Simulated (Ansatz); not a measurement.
# Quasi-harmonic thermodynamics of MgS (Niningerite, Fm-3m), part 3 of 4

How much does MgS (Niningerite) expand with temperature?

What experiment has found for this phase:
- heat capacity C_P per formula unit 45.6 J/mol/K near room temperature (given in “High-Throughput Prediction of Finite-Temperature Properties using the Quasi-Harmonic Approximation”, 2016, arXiv:1603.06924)

Ansatz 0.2.0; DFT LDA, scalar-relativistic, plane waves, PAW (the session's first sound run).

So far, isothermal bulk modulus at 298 K (GPa): step 5 (phonons on strained cells, functional LDA, q-mesh 2×2×2) 77.0.

### Step 6. The quasi-harmonic study, q-mesh 4×4×4

Thermal expansion follows from how the free energy of the vibrations (and of the electrons in a metal) changes with strain, so the program makes strained cells, their phonons and a fit in one run.

Contents of input.yaml:

```yaml
crystal:
  lattice:
    - [0.0, 2.5645181579, 2.5645181579]
    - [2.5645181579, 0.0, 2.5645181579]
    - [2.5645181579, 2.5645181579, 0.0]
  atoms:
    - { symbol: Mg, position: [0.0, 0.0, 0.0] }
    - { symbol: S, position: [0.5, 0.5, 0.5] }
kpoints:
  mp_grid: { grid: [8, 8, 8] }
hamiltonian:
  xc: lda
scf:
  occupations: { method: fixed }
output:
  eigenvalues: true
phonons:
  method: dfpt
  qmesh: [4, 4, 4]
  temperatures: { t_max: 800.0, t_step: 50 }
  thermal_expansion: {}
```

Command:

```console
$ ansatz run input.yaml --threads 4 --pin off --max-ram 16384MiB --backend cpu --events-out ev --progress --plain --runs-dir out
```

Numbers of over 12 decimals in the logs are rounded to 6 here.

Output:

```text
[...]
Crystal: 2 atoms, lattice volume = 33.732 Å³
Basis set: ecut = 487.2 eV, 869 PW (Γ), exchange–correlation on 54×54×54 points (8 copies of the dense FFT grid, shifted against one another)
Bands: 12, of which v1, the nominal top of the filled ones, is band 8 counted from 1 (7 counted from 0)
Symmetry: 48 space group operations
[...]
k-points: 29 of 512
[...]
SCF iter   1: F=—  HF=-2774.185761 eV  |F-HF|=—  |Δ(HF+E_count)|=         —  Δρ=6.89e-3  dr2=8.91e-3  ethr=1.77e-3  ⟨swp⟩=5.3  Hψ=1888  notcnv=0  defer=45
[...]
SCF iter   8: F=-2774.179006 eV  HF=-2774.179006 eV  |F-HF|=9.09e-13  |Δ(HF+E_count)|=  1.28e-10  Δρ=2.22e-8  dr2=1.38e-13  ethr=1.00e-12  ⟨swp⟩=7.0  Hψ=1803  notcnv=0
SCF 1 converged in 8 iterations: F = -2774.179006 eV  dr2 = 1.38e-13
[...]
relax step   1: F+E_penalty+E_count = -2774.17900567 eV  Δ(F+E_penalty+E_count) = +0.000e0 eV  max|allowed force component| = 2.375e-30 eV/Å  Δτ_max = 0.0000 Å  (8 SCF iters, accepted)
SCF converged after 8 iterations
Free energy (F): -2774.179006 eV
[...]
Internal energy: -2774.179006 eV  (E = F + TS)
E sigma→0 (E₀):  -2774.179006 eV
Fermi energy:    6.698072 eV
[...]
--- Stress (GPa, compression-positive) ---
        0.006813       0.000000      -0.000000
        0.000000       0.006813       0.000000
       -0.000000      -0.000000       0.006813
  P = ⅓ Tr σ = 0.0068 GPa (0.068 kbar)
--- Band table (eV; the first three rows and the last of 29) ---
  k-point 0: bands = [... 4 lower, -6.2083, 6.6981, 6.6981, 6.6981, 10.5245, 14.4626, 14.4626, 14.4626]
  k-point 1: bands = [... 4 lower, -6.0435, 5.5929, 6.5865, 6.5865, 11.3227, 14.1869, 14.7281, 14.7281]
  k-point 2: bands = [... 4 lower, -5.5946, 3.7321, 6.3449, 6.3449, 11.6209, 14.3781, 14.3781, 15.0714]
  k-point 28: bands = [... 4 lower, -4.2973, 3.2389, 3.2389, 4.1623, 11.9362, 14.5693, 14.5693, 14.7128]
── thermal expansion: 3 new cells, 3 in all ──
thermal expansion: relaxation of cell 2
thermal expansion: relaxation of cell 3
── thermal expansion: 2 new cells, 5 in all ──
thermal expansion: relaxation of cell 4
thermal expansion: lower-state search of cell 4
thermal expansion: phonons of cell 4
thermal expansion: relaxation of cell 5
thermal expansion: phonons of cell 5
── thermal expansion: 5 new cells, 10 in all ──
thermal expansion: relaxation of cell 6
thermal expansion: relaxation of cell 7
thermal expansion: relaxation of cell 8
thermal expansion: relaxation of cell 9
thermal expansion: relaxation of cell 10
thermal expansion: phonons of cell 6
thermal expansion: phonons of cell 7
--- Relaxed structure (1 steps of the walk, 1 accepted, 0 SCFs on fresh bases) ---
  F+E_penalty+E_count = -2774.17900567 eV   max|allowed force component| = 2.375e-30 eV/Å
  atoms:
    - { symbol: Mg, position: [0.0, 0.0, 0.0] }
    - { symbol: S, position: [0.5, 0.5, 0.5] }
--- Thermal expansion: 10 cells in 3 rounds, 0 GPa ---
  no lower state was reached at cell 4
  without vibrations: a 3.62687, b 3.62687, c 3.62687 Å, V 33.7351 Å³, B 83.23 GPa
  at 0 K: a 3.63705, b 3.63705, c 3.63705 Å, V 34.0198 Å³, B 81.26 GPa
  zero-point expansion: a +0.281, b +0.281, c +0.281, V +0.844 %
[...]
0.00    3.63705    3.63705    3.63705    34.0198 |    0.00    0.00    0.00    0.00 |   27.63 |     0.000     0.000 |    81.26    81.26
   100.00    3.63787    3.63787    3.63787    34.0430 |    7.07    7.07    7.07   21.21 |   38.17 |    22.979    22.905 |    80.73    80.99
   200.00    3.64181    3.64181    3.64181    34.1537 |   13.42   13.42   13.42   40.27 |   44.16 |    40.407    39.881 |    78.92    79.96
   298.15    3.64709    3.64709    3.64709    34.3024 |   15.79   15.79   15.79   47.36 |       - |    46.083    45.022 |    76.85    78.66
   350.00    3.65015    3.65015    3.65015    34.3889 |   16.56   16.56   16.56   49.69 |   48.63 |    47.665    46.310 |    75.70    77.92
   450.00    3.65643    3.65643    3.65643    34.5665 |   17.74   17.74   17.74   53.21 |   50.70 |    49.659    47.712 |    73.41    76.40
   550.00    3.66311    3.66311    3.66311    34.7563 |   18.76   18.76   18.76   56.27 |   52.54 |    51.030    48.442 |    71.01    74.80
   650.00    3.67017    3.67017    3.67017    34.9577 |   19.77   19.77   19.77   59.30 |   54.29 |    52.162    48.866 |    68.50    73.12
   750.00    3.67762    3.67762    3.67762    35.1712 |   20.84   20.84   20.84   62.52 |   56.05 |    53.223    49.133 |    65.87    71.35
   800.00    3.68151    3.68151    3.68151    35.2828 |   21.42   21.42   21.42   64.25 |   56.95 |    53.757    49.231 |    64.50    70.43
[...]
vibrations' free energy: its fit passes through its cells
  the electrons' free energy at temperature is not in it: every band gap is over 0.83 eV
  free energies summed between the sampled wave vectors
[...]
band gaps on the cells' k-points are 2.479 to 2.707 eV
```

Wall time 3 min (4 threads of Intel Xeon Platinum 8488C (Sapphire Rapids), shared host); peak memory 0.93 GiB; 11 min of CPU time.

This step gave:

* volume expansion coefficient at 298 K: 47.36 1e-6/K
* C_P at 298 K: 23.04 J/mol-atom/K
* entropy at 298 K: 25.47 J/mol-atom/K
* isothermal bulk modulus at 298 K: 76.85 GPa
* Grüneisen parameter at 298 K: 1.67
* principal linear expansion coefficients at 298 K: 15.79, 15.79, 15.79 1e-6/K

Strained cells of the study; zero-point energy where phonons were solved; the pressures are stresses at a fixed cutoff and can carry an offset from the finite basis. Expansion cells, by row:

```
cell  |a| (Å)  |b| (Å)  |c| (Å)  V (Å³/atom)  E - E_lowest (meV/atom)  pressure, compression positive (GPa)  gap (eV)  zero-point energy (meV/atom)
   1    3.627    3.627    3.627        16.87                        0                                -0.003     2.648                             -
   2    3.656    3.656    3.656        17.27                    2.445                                -1.898     2.599                             -
   3    3.598    3.598    3.598        16.47                    2.564                                 2.087     2.696                             -
   4    3.627    3.627    3.627        16.87                        0                                -0.026     2.647                         42.85
   5    3.645    3.645    3.645        17.13                    0.997                                -1.233     2.617                         41.76
   6    3.674    3.674    3.674        17.53                    6.363                                -2.979     2.569                         40.05
   7    3.697    3.697    3.697        17.87                    14.08                                -4.285     2.529                         38.65
   8    3.591    3.591    3.591        16.37                    3.953                                 2.619     2.707                             -
   9    3.609    3.609    3.609        16.62                    0.965                                 1.257     2.678                             -
  10    3.727    3.727    3.727         18.3                    27.66                                -5.763     2.479                             -
```

Quasi-harmonic; a, b, c are the run's own cell vectors. Expansion, by row:

```
T (K)  a (Å)  b (Å)  c (Å)  alpha (deg)  beta (deg)  gamma (deg)  cell volume (Å³/cell)  alpha_a (1e-6/K)  alpha_b (1e-6/K)  alpha_c (1e-6/K)  alpha_V (1e-6/K)  C_P (J/mol-atom/K)  C_V (J/mol-atom/K)  S (J/mol-atom/K)  B_T (GPa)  B_S (GPa)  Grueneisen  extrapolation  fit error (1e-6/K)
    0  3.637  3.637  3.637           60          60           60                  34.02                 0                 0                 0                 0                   0                   0                 0      81.26      81.26           -              0                   0
   50  3.637  3.637  3.637           60          60           60                  34.02              1.43              1.43              1.43              4.29               2.871                2.87             0.873      81.21      81.23       1.245              0                   0
  100  3.638  3.638  3.638           60          60           60                  34.04              7.07              7.07              7.07             21.21               11.49               11.45             5.554      80.73      80.99       1.532              0                   0
  150   3.64   3.64   3.64           60          60           60                  34.09             11.12             11.12             11.12             33.35               17.14                  17              11.4      79.89      80.53       1.609              0                0.01
  200  3.642  3.642  3.642           60          60           60                  34.15             13.42             13.42             13.42             40.27                20.2               19.94             16.79      78.92      79.96       1.639              0                0.01
  250  3.644  3.644  3.644           60          60           60                  34.23             14.84             14.84             14.84             44.53               21.97               21.57              21.5      77.88      79.32       1.657              0                0.01
298.1  3.647  3.647  3.647           60          60           60                   34.3             15.79             15.79             15.79             47.36               23.04               22.51             25.47      76.85      78.66        1.67              0                0.01
  300  3.647  3.647  3.647           60          60           60                  34.31             15.82             15.82             15.82             47.45               23.07               22.54             25.61      76.81      78.63        1.67              0                0.01
  350   3.65   3.65   3.65           60          60           60                  34.39             16.56             16.56             16.56             49.69               23.83               23.16             29.23       75.7      77.92       1.682              0                0.01
  400  3.653  3.653  3.653           60          60           60                  34.48             17.18             17.18             17.18             51.55               24.39               23.57             32.45      74.57      77.17       1.693              0                0.01
  450  3.656  3.656  3.656           60          60           60                  34.57             17.74             17.74             17.74             53.21               24.83               23.86             35.35      73.41       76.4       1.704              0                0.02
  500   3.66   3.66   3.66           60          60           60                  34.66             18.25             18.25             18.25             54.76                25.2               24.07             37.99      72.22      75.61       1.715              0                0.02
  550  3.663  3.663  3.663           60          60           60                  34.76             18.76             18.76             18.76             56.27               25.52               24.22              40.4      71.01       74.8       1.726              0                0.02
  600  3.667  3.667  3.667           60          60           60                  34.86             19.26             19.26             19.26             57.77               25.81               24.34             42.63      69.77      73.97       1.738              0                0.02
  650   3.67   3.67   3.67           60          60           60                  34.96             19.77             19.77             19.77              59.3               26.08               24.43             44.71       68.5      73.12        1.75              0                0.02
  700  3.674  3.674  3.674           60          60           60                  35.06             20.29             20.29             20.29             60.87               26.35               24.51             46.65       67.2      72.24       1.762              0                0.02
  750  3.678  3.678  3.678           60          60           60                  35.17             20.84             20.84             20.84             62.52               26.61               24.57             48.48      65.87      71.35       1.775              0                0.02
  800  3.682  3.682  3.682           60          60           60                  35.28             21.42             21.42             21.42             64.25               26.88               24.61             50.21       64.5      70.43       1.789              0                0.04
```

Expansion coefficient against temperature; values in 1e-6/K:

```
temperature (K)  volume  principal 1
              0       0            0
             50    4.29         1.43
            100    21.2         7.07
            150    33.4         11.1
            200    40.3         13.4
            250    44.5         14.8
            298    47.4         15.8
            300    47.5         15.8
            350    49.7         16.6
            400    51.5         17.2
            450    53.2         17.7
            500    54.8         18.2
            550    56.3         18.8
            600    57.8         19.3
            650    59.3         19.8
            700    60.9         20.3
            750    62.5         20.8
            800    64.2         21.4
```

Changing the q-mesh (2×2×2 → 4×4×4) takes the volume expansion at 298 K from 46.2 to 47.4 × 10⁻⁶/K and B_T from 77.0 to 76.8 GPa.

### Step 7. A new level, relaxed again

The functional, the potentials or the cutoff change, so the crystal is relaxed again at the new setting.

This step: DFT PBE, scalar-relativistic, plane waves, PAW (Ansatz 0.2.0).

input.yaml, the sections that differ from step 6:

```yaml
hamiltonian:
  xc: pbe
output:
  forces: true
  stress: true
  eigenvalues: true
relax:
  adjacent_minimum: "off"
  f_tol: 0.001
  max_steps: 60
  cell: { stress_tol: 0.01 }
# crystal, kpoints, scf: as in step 6
# phonons: removed
```

Output:

```text
[...]
Crystal: 2 atoms, lattice volume = 33.732 Å³
Basis set: ecut = 420 eV, 645 PW (Γ), exchange–correlation on 50×50×50 points (8 copies of the dense FFT grid, shifted against one another)
Bands: 12, of which v1, the nominal top of the filled ones, is band 8 counted from 1 (7 counted from 0)
Symmetry: 48 space group operations
[...]
k-points: 29 of 512
[...]
SCF iter   1: F=—  HF=-2828.720009 eV  |F-HF|=—  |Δ(HF+E_count)|=         —  Δρ=4.71e-4  dr2=3.87e-5  ethr=1.77e-3  ⟨swp⟩=5.4  Hψ=1881  notcnv=0  defer=44
[...]
SCF iter   7: F=-2828.719476 eV  HF=-2828.719476 eV  |F-HF|=1.60e-8  |Δ(HF+E_count)|=   1.33e-7  Δρ=6.39e-6  dr2=2.20e-8  ethr=6.25e-10  ⟨swp⟩=6.6  Hψ=1801  notcnv=0
SCF 1 converged in 7 iterations: F = -2828.719476 eV  dr2 = 2.20e-8
[...]
relax step   1: F+E_penalty+E_count = -2828.71947630 eV  Δ(F+E_penalty+E_count) = +0.000e0 eV  max|allowed force component| = 3.969e-30 eV/Å  Δτ_max = 0.0000 Å  P = +4.863 GPa  Ω = 33.732 Å³  (7 SCF iters, dr2 threshold 1.00e-7 eV, accepted)
Crystal: 2 atoms, lattice volume = 35.286 Å³
Basis set: ecut = 420 eV, 701 PW (Γ), exchange–correlation on 50×50×50 points (8 copies of the dense FFT grid, shifted against one another)
[...]
SCF iter   5: F=-2828.747237 eV  HF=-2828.747237 eV  |F-HF|=1.35e-8  |Δ(HF+E_count)|=   6.38e-9  Δρ=7.81e-6  dr2=1.61e-8  ethr=1.25e-9  ⟨swp⟩=6.9  Hψ=1799  notcnv=0
SCF 2 converged in 5 iterations: F = -2828.747237 eV  dr2 = 1.61e-8
relax step   2: F+E_penalty+E_count = -2828.74723691 eV  Δ(F+E_penalty+E_count) = -2.776e-2 eV  max|allowed force component| = 2.210e-30 eV/Å  Δτ_max = 0.0000 Å  P = +1.015 GPa  Ω = 35.286 Å³  energy of the carried Pulay correction = -4.547e-5 eV  (5 SCF iters, dr2 threshold 2.00e-7 eV, accepted)
Crystal: 2 atoms, lattice volume = 35.719 Å³
Basis set: ecut = 420 eV, 725 PW (Γ), exchange–correlation on 50×50×50 points (8 copies of the dense FFT grid, shifted against one another)
[...]
SCF iter   4: F=-2828.748698 eV  HF=-2828.748698 eV  |F-HF|=1.06e-8  |Δ(HF+E_count)|=   1.29e-7  Δρ=8.77e-6  dr2=2.38e-8  ethr=1.25e-9  ⟨swp⟩=6.9  Hψ=1835  notcnv=0
SCF 3 converged in 4 iterations: F = -2828.748698 eV  dr2 = 2.38e-8
relax step   3: F+E_penalty+E_count = -2828.74869834 eV  Δ(F+E_penalty+E_count) = -1.461e-3 eV  max|allowed force component| = 1.302e-29 eV/Å  Δτ_max = 0.0000 Å  P = +0.084 GPa  Ω = 35.719 Å³  energy of the carried Pulay correction = -5.780e-5 eV  (4 SCF iters, dr2 threshold 2.00e-7 eV, accepted)
[...]
relax step   4: F+E_penalty+E_count = -2828.74870783 eV  Δ(F+E_penalty+E_count) = -9.489e-6 eV  max|allowed force component| = 1.657e-29 eV/Å  Δτ_max = 0.0000 Å  P = +0.002 GPa  Ω = 35.759 Å³  energy of the carried Pulay correction = -5.892e-5 eV  (3 SCF iters, dr2 threshold 1.76e-8 eV, accepted)
[...]
SCF iter   6: F=-2828.748763 eV  HF=-2828.748763 eV  |F-HF|=9.09e-13  |Δ(HF+E_count)|=  3.46e-11  Δρ=3.60e-8  dr2=3.61e-13  ethr=1.00e-12  ⟨swp⟩=7.0  Hψ=1778  notcnv=0
SCF 5 converged in 6 iterations: F = -2828.748763 eV  dr2 = 3.61e-13
relax step   5: F+E_penalty+E_count = -2828.74876253 eV  Δ(F+E_penalty+E_count) = -5.471e-5 eV  max|allowed force component| = 9.335e-30 eV/Å  Δτ_max = 0.0000 Å  P = +0.002 GPa  Ω = 35.759 Å³  stress off target by 1.85e-3 GPa  SCF on the basis re-selected at this cell (its energy is not comparable with the rows above)  (6 SCF iters)
[...]
SCF converged after 6 iterations
Free energy (F): -2828.748763 eV
[...]
Internal energy: -2828.748763 eV  (E = F + TS)
E sigma→0 (E₀):  -2828.748763 eV
Fermi energy:    6.214436 eV
[...]
--- Stress (GPa, compression-positive) ---
        0.001854      -0.000000      -0.000000
       -0.000000       0.001854      -0.000000
       -0.000000      -0.000000       0.001854
  P = ⅓ Tr σ = 0.0019 GPa (0.019 kbar)
--- Band table (eV; the first three rows and the last of 29) ---
  k-point 0: bands = [... 4 lower, -6.3658, 6.2144, 6.2144, 6.2144, 9.8179, 14.1400, 14.1400, 14.1400]
  k-point 1: bands = [... 4 lower, -6.2176, 5.1786, 6.1166, 6.1166, 10.6241, 13.8202, 14.3792, 14.3792]
  k-point 2: bands = [... 4 lower, -5.8176, 3.4491, 5.9028, 5.9028, 11.1190, 13.9914, 13.9914, 14.4220]
  k-point 28: bands = [... 4 lower, -4.6956, 3.0594, 3.0594, 3.9032, 11.4070, 14.1237, 14.1237, 14.2157]
--- Relaxed structure (4 steps of the walk, 4 accepted, 1 SCFs on fresh bases) ---
[...]
cell:  # Å, volume = 35.7591 Å³
    - [0, 2.614882, 2.614882]
    - [2.614882, 0, 2.614882]
    - [2.614882, 2.614882, 0]
  atoms:
    - { symbol: Mg, position: [0, 0, 0] }
    - { symbol: S, position: [0.500000, 0.500000, 0.500000] }
```

Run time: 1.1 s. Hardware: 4 threads; peak memory 0.36 GiB; 3.2 s of CPU time.

Relaxation path:

```
step  energy less that of the first step (eV)  largest force component (eV/Å)  pressure (GPa)  volume (Å³)
   1                                   0.0000                          0.0000            4.86        33.73
   2                                  -0.0278                          0.0000            1.01        35.29
   3                                  -0.0292                          0.0000            0.08        35.72
   4                                  -0.0292                          0.0000            0.00        35.76
  5*                                  -0.0293                          0.0000            0.00        35.76
```

Relaxation steps marked * repeat the geometry before them on a plane-wave basis chosen anew for their cell, so energy and pressure can jump there.

Forces are held to the 48 operations that the run works with; a distortion that breaks them can't arise in this run.

```
conventional cell, symmetrised  before  after  change
                         a (Å)   5.129  5.230  +2.0 %
                         b (Å)   5.129  5.230  +2.0 %
                         c (Å)   5.129  5.230  +2.0 %
              volume (Å³/atom)   16.87  17.88  +6.0 %
```

The relaxed structure:

```
Mg S
1.0
     0.00000    2.61488    2.61488
     2.61488    0.00000    2.61488
     2.61488    2.61488    0.00000
Mg S
1 1
Direct
  0.00000 0.00000 0.00000
  0.50000 0.50000 0.50000
```

This step gave:

```yaml
pressure: 0.001854 GPa
gap_on_the_k_mesh: 2.757 eV
volume_per_atom: 17.88 Å³
```

The residual pressure is 0.0019 GPa, small enough for phonons.

(Part 3 of 4 ends here.)

[Logs are printed without paths, hosts, clocks, repeated set-up lines and the standing remarks that a program may print on its own settings, such as how far it seeks lower states.]

[Hosts, paths, dates, database ids (printed as entryN), source tags and the programs' standing remarks are cut or masked in the printed files.]

[A step with changed settings may run another functional than the one named; its input shows which.]
